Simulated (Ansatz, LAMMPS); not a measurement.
**Molecular dynamics of amorphous Hg32S25Se7 (64 atoms)**

Aim: follow amorphous Hg32S25Se7 (64 atoms) for a short time with forces from DFT, then look at structure and electrons in the last frame.

Calculated with Ansatz 0.2.0; Kohn-Sham DFT, PBE, PAW (set soft_2, large core), plane waves.

### 1. The starting structure

The cell holds 64 atoms: 32 Hg, 25 S and 7 Se. Its edges and angles: a = 12.097 Å, b = 12.097 Å, c = 12.097 Å, α = 90.0°, β = 90.0°, γ = 90.0°. 64 atoms (32 Hg, 25 S, 7 Se) placed at random at 7.29 g/cm³, melted at 2500 K for 10 ps at fixed volume with the Stillinger-Weber II-VI potential (Zhou et al., Phys. Rev. B 88, 085309 (2013)). Quenched from 2500 K to 300 K at 5 K/ps and fixed volume, held 5 ps.

Before any run, some limits are plain. The quench rate of 5 K/ps is many orders above laboratory rates, so the cell is likely richer in defects and strain than a real sample. The starting topology of bonds comes from the classical model, and needn't be the one that DFT or experiment would give. Sampling is at Γ alone, for a cell whose shortest periodic width is 12 Å. No spin–orbit coupling is included, so levels derived from the heavy atoms are approximate.

### 2. Dynamics started at 300 K

A Langevin thermostat couples each atom to a heat bath, at the price of damped dynamics. The time step is 2.0 fs.

File input.yaml:

```yaml
crystal:
  lattice:
    - [12.0967, 0.0, 0.0]
    - [0.0, 12.0967, 0.0]
    - [0.0, 0.0, 12.0967]
  atoms:
    - { symbol: Hg, position: [0.79257, 0.98205, 0.49535] }
    - { symbol: Hg, position: [0.7767, 0.14351, 0.24672] }
    - { symbol: Hg, position: [0.57102, 0.42399, 0.38244] }
    - { symbol: Hg, position: [0.15611, 0.4446, 0.50855] }
    [... 54 atom lines left out ...]
    - { symbol: Se, position: [0.93759, 0.55713, 0.54015] }
    - { symbol: Se, position: [0.25362, 0.61332, 0.39583] }
    - { symbol: Se, position: [0.56532, 0.99826, 0.97882] }
    - { symbol: Se, position: [0.05168, 0.80995, 0.77378] }
    - { symbol: Se, position: [0.33707, 0.73973, 0.77494] }
    - { symbol: Se, position: [0.38445, 0.82419, 0.14588] }
kpoints:
  mp_grid: { grid: [1, 1, 1] }
hamiltonian:
  xc: pbe
  pseudopotentials: { kind: paw, core: large }
scf:
  occupations: { method: fermi_dirac, width: 0.025 }
output:
  forces: true
md:
  timestep: 2.0
  n_steps: 83
  ensemble: nvt_langevin
  temperature: 300
  initial_velocities: maxwell_boltzmann
  seed: 3492
```

Command:

```bash
$ ansatz run input.yaml --threads 4 --pin off --max-ram 8192MiB --backend cpu --events-out ev --progress --plain --runs-dir out
```

It took 14 min on 4 threads of Intel Xeon Platinum 8488C (Sapphire Rapids), shared host; peak memory 2.2 GiB.

The program notes that potentials were chosen by core size and it switched symmetry off.

The trajectory, sampled:

```csv
time (fs),T (K),potential (meV/atom)
0.0,295,0.0
12.0,318,-3.3
22.0,364,-11.3
34.0,440,-21.1
44.0,459,-27.1
56.0,498,-33.1
66.0,538,-39.9
78.0,575,-48.7
88.0,583,-55.3
100.0,530,-53.6
110.0,514,-58.6
122.0,512,-61.0
132.0,487,-59.9
144.0,442,-61.2
154.0,461,-66.6
166.0,445,-72.6
```

Mean square displacement from the first frame to the last: Hg 0.075 Å², S 0.31 Å², Se 0.17 Å².

Table of mean square displacement by time lag:

```csv
time lag (fs),Hg (Å²),S (Å²),Se (Å²)
2.0,2.0e-5,1.7e-4,6.8e-5
4.0,7.8e-5,6.8e-4,2.7e-4
8.0,3.1e-4,0.00272,0.00108
12.0,7.0e-4,0.00606,0.00243
14.0,9.4e-4,0.00820,0.00330
18.0,0.00155,0.0133,0.00542
22.0,0.00229,0.0196,0.00805
24.0,0.00272,0.0230,0.00954
28.0,0.00367,0.0306,0.0129
32.0,0.00474,0.0390,0.0167
36.0,0.00594,0.0479,0.0208
38.0,0.00659,0.0526,0.0231
42.0,0.00797,0.0622,0.0278
46.0,0.00945,0.0722,0.0328
48.0,0.0102,0.0772,0.0354
52.0,0.0119,0.0875,0.0408
56.0,0.0136,0.0978,0.0463
60.0,0.0154,0.108,0.0519
62.0,0.0163,0.113,0.0548
66.0,0.0183,0.123,0.0604
70.0,0.0203,0.133,0.0660
72.0,0.0213,0.138,0.0688
76.0,0.0235,0.148,0.0742
80.0,0.0257,0.157,0.0795
84.0,0.0279,0.167,0.0847
```

Over the second half of 166 fs the temperature averages 499 K, falling from about 558 to 450 K (means over the first and last quarter of that half). From first frame to last S has the largest mean square displacement, 0.31 Å² at the end; the farthest move is 1.56 Å. The mean temperature of 499 K lies well off the 300 K of the input, so the thermostat hasn't yet brought the run to equilibrium. The run spans 0.17 ps, too short for its means to be equilibrium values.

### 3. Local order late in the run

The g(r) is a mean over the second half; what follows it is taken at the last frame.

Density 7.29 g/cm³, 27.66 Å³ an atom.

Mean of 15 frames. g(r), total and by pair (bins of 0.2 Å):

```csv
r (Å),total,Hg-Hg,Hg-S,Hg-Se,S-S,S-Se,Se-Se
1.80,0.01,0.00,0.00,0.00,0.09,0.00,0.00
2.00,0.03,0.00,0.00,0.00,0.19,0.00,0.00
2.20,0.13,0.00,0.23,0.00,0.24,0.00,0.00
2.40,1.51,0.00,3.62,0.67,0.15,0.00,0.00
2.60,2.38,0.00,4.35,5.59,0.43,0.00,0.00
2.80,1.17,0.00,1.62,3.70,0.79,0.10,0.00
3.00,0.58,0.38,0.53,1.66,0.56,0.12,0.00
3.20,0.41,0.31,0.28,0.88,0.78,0.13,0.00
3.40,0.38,0.57,0.29,0.44,0.47,0.07,0.00
3.60,0.48,1.16,0.21,0.03,0.53,0.20,0.89
3.80,1.06,1.74,0.60,0.57,1.33,1.05,2.52
4.00,1.44,2.43,0.94,0.61,1.71,1.23,2.01
4.20,1.62,2.44,0.76,0.62,2.24,3.23,2.29
4.40,1.59,1.45,1.38,0.66,2.21,2.80,3.66
4.60,1.48,1.58,1.37,1.24,1.30,2.01,3.37
4.80,0.94,0.57,1.12,1.01,0.97,0.89,2.35
5.00,0.83,0.64,1.07,0.70,0.63,0.91,0.46
5.20,0.83,0.49,1.07,1.12,0.73,0.59,0.64
5.40,0.75,0.75,0.87,0.96,0.64,0.20,0.00
5.60,0.86,0.93,1.06,1.01,0.55,0.11,1.16
5.80,0.81,0.82,0.82,1.04,0.85,0.39,0.63
```

Bonds by pair of elements; cutoffs follow the first minimum of g(r), held within bounds set by covalent radii, and pairs that aren't listed don't count as bonded:

```csv
pair A-B,cutoff (Å),bonds,mean length (Å),spread (Å),shortest (Å),B about A,A about B
Hg-S,3.15,78,2.59,0.156,2.26,2.44,3.12
Hg-Se,3.35,30,2.80,0.218,2.42,0.938,4.29
S-S,2.37,1,2.08,0,2.08,0.08,0.08
```

The cutoff for Hg-Se falls short of the minimum of g(r), so counts run low and odd coordinations can be artefacts.

How many atoms have how many bonded neighbours:

```csv
element,mean,2,3,4,5
Hg,3.38,1,19,11,1
S,3.2,5,11,8,1
Se,4.29,0,0,5,2
```

Bond angles (no mean is given where the spread exceeds 20°):

```csv
angle,count,mean (°),spread (°)
Hg-S-Hg,91,106,17.8
S-Hg-S,67,114,17.5
S-Hg-Se,55,110,17.1
Hg-Se-Hg,50,-,-
Se-Hg-Se,12,-,-
```

Bond length by coordination (bonds to H left out):

```csv
element,coordination,atoms,mean bond length (Å)
Hg,2,1,3.03
Hg,3,19,2.61
Hg,4,11,2.67
Hg,5,1,2.81
S,2,5,2.52
S,3,11,2.56
S,4,8,2.60
S,5,1,2.77
Se,4,5,2.77
Se,5,2,2.87
```

Rings of the network by King's shortest-path rule, up to 12 atoms, one path for each pair of neighbours; H, halogens, alkali and alkaline-earth atoms are left out, and the last column divides by all other atoms, bonded or not:

```csv
ring size (atoms),rings,per network atom
4,3,0.047
6,37,0.578
8,42,0.656
9,5,0.078
10,15,0.234
11,1,0.016
```

The Hg-S-Hg angle averages 106° with a spread of 18°. Rings of 8 atoms are the most common (41 % of those counted); sizes run from 4 to 11.

### 4. Single point at the last frame

The last frame is solved once more, with the analyses that the dynamics left out.

File input.yaml:

```yaml
crystal:
  lattice:
    - [12.0967, 0.0, 0.0]
    - [0.0, 12.0967, 0.0]
    - [0.0, 0.0, 12.0967]
  atoms:
    - { symbol: Hg, position: [0.80193, 0.98304, 0.49702] }
    - { symbol: Hg, position: [0.76148, 0.13666, 0.24415] }
    - { symbol: Hg, position: [0.56805, 0.42811, 0.37851] }
    - { symbol: Hg, position: [0.16544, 0.41211, 0.5109] }
    [... 54 atom lines left out ...]
    - { symbol: Se, position: [0.92365, 0.54104, 0.57561] }
    - { symbol: Se, position: [0.24281, 0.60231, 0.4143] }
    - { symbol: Se, position: [0.55051, 0.00387, 0.95162] }
    - { symbol: Se, position: [0.08184, 0.82776, 0.79184] }
    - { symbol: Se, position: [0.3603, 0.74333, 0.76094] }
    - { symbol: Se, position: [0.37747, 0.83049, 0.15117] }
kpoints:
  mp_grid: { grid: [1, 1, 1] }
hamiltonian:
  xc: pbe
  pseudopotentials: { kind: paw, core: large }
scf:
  occupations: { method: fermi_dirac, width: 0.025 }
output:
  forces: true
  stress: true
  populations: intrinsic
  dos:
    method: { smearing: { sigma: 0.08 } }
    de: 0.1
    projected: { site_lists: { Hg: [Hg], S: [S], Se: [Se] } }
  eigenvalues: true
  write_density: true
  write_potential: true
  volumetric_format: npy
  elf: true
```

Wall time 26 s (4 threads); peak memory 2.1 GiB.

The run gave:

```yaml
free_energy: -392875.3408 eV
free_energy_per_atom: -6138.6772 eV/atom
scf_cycles: 15
pressure: 1.516 GPa
r_m_s_force_component: 0.3882 eV/Å
longest_force: 1.706 eV/Å
fermi_energy: 6.297 eV
levels_partly_filled_by_over_2_per_cent: 2
```

Length of the force by element:

```csv
element,coordination,atoms,mean length of the force (eV/Å),spread,least,most
Hg,all,32,0.568,0.279,0.224,1.71
S,all,25,0.646,0.323,0.141,1.66
Se,all,7,0.586,0.305,0.280,1.26
```

Intrinsic-atomic-orbital charges by element:

```csv
element,coordination,atoms,mean charge (e),spread,least,most
Hg,all,32,0.916,0.161,0.181,1.06
S,all,25,-0.893,0.194,-1.12,-0.480
Se,all,7,-0.998,0.0554,-1.07,-0.883
```

Density of states as counts of states in windows of 1 eV (from the Fermi level), total and the larger projections:

```csv
from (eV),to (eV),total,Hg d,S p,Hg s,Se p
-10,-9,0.0,0.0,0.0,0.0,0.0
-9,-8,1.7,1.2,0.4,0.1,0.0
-8,-7,101.6,85.8,10.4,2.1,2.4
-7,-6,204.1,192.0,5.6,2.3,1.7
-6,-5,29.0,16.4,5.1,5.3,1.4
-5,-4,34.2,6.4,11.7,11.0,3.3
-4,-3,31.2,3.3,17.4,4.9,3.8
-3,-2,38.9,3.3,24.8,1.9,7.0
-2,-1,50.6,4.3,31.6,2.0,10.4
-1,0,19.9,1.1,11.7,1.8,4.1
0,1,15.9,0.4,7.3,4.7,1.4
1,2,27.4,0.6,9.0,10.7,2.6
2,3,23.8,0.3,6.6,7.9,1.9
3,4,23.7,0.1,1.9,1.7,0.4
```

The curve was stored every 0.10 eV, coarse against its broadening of 0.08 eV, so these counts are rough.

Between -16 and -10 eV lie 64 more states.

The levels nearest the highest filled one (over half full), pooled over k-points and spins:

```csv
level less the highest filled one (eV),occupation
-0.594,2
-0.494,2
-0.363,2
-0.242,2
-0.0769,1.99
0,1.87
0.133,0.134
0.277,0
0.568,0
0.607,0
0.713,0
0.870,0
```

Mean intrinsic-atomic-orbital charges: Hg +0.92, S -0.89, Se -1.00 e. Within 0.4 eV of the Fermi level the largest share is S p (69 % of the projected weight).

### 5. What came out

| Item | Value |
| --- | --- |
| mean temperature, second half | 499.5 K |
| temperature swing, second half | 44.73 K |
| free energy per atom | -6138.6772 eV/atom |
| pressure | 1.516 GPa |
| r.m.s. force component | 0.3882 eV/Å |
| wall time of the 2 DFT runs | 14 min |

Over the second half of 166 fs the temperature averages 499 K, falling from about 558 to 450 K (means over the first and last quarter of that half). The mean temperature of 499 K lies well off the 300 K of the input, so the thermostat hasn't yet brought the run to equilibrium. The run spans 0.17 ps, too short for its means to be equilibrium values. Counting bands leaves a spacing of only 0.13 eV (at Γ alone), which the smearing bridges: 2 levels are partly filled by over 2 %, so a gap, if any, is small at this level.

**Limits.** The pressure of 1.5 GPa is that of one thermal frame at a volume set beforehand, without the kinetic term.

[Logs are printed without paths, hosts, clocks, repeated set-up lines and the standing remarks that a program may print on its own settings, such as how far it seeks lower states.]

[Hosts, paths, dates, database ids (printed as entryN), source tags and the programs' standing remarks are cut or masked in the printed files.]
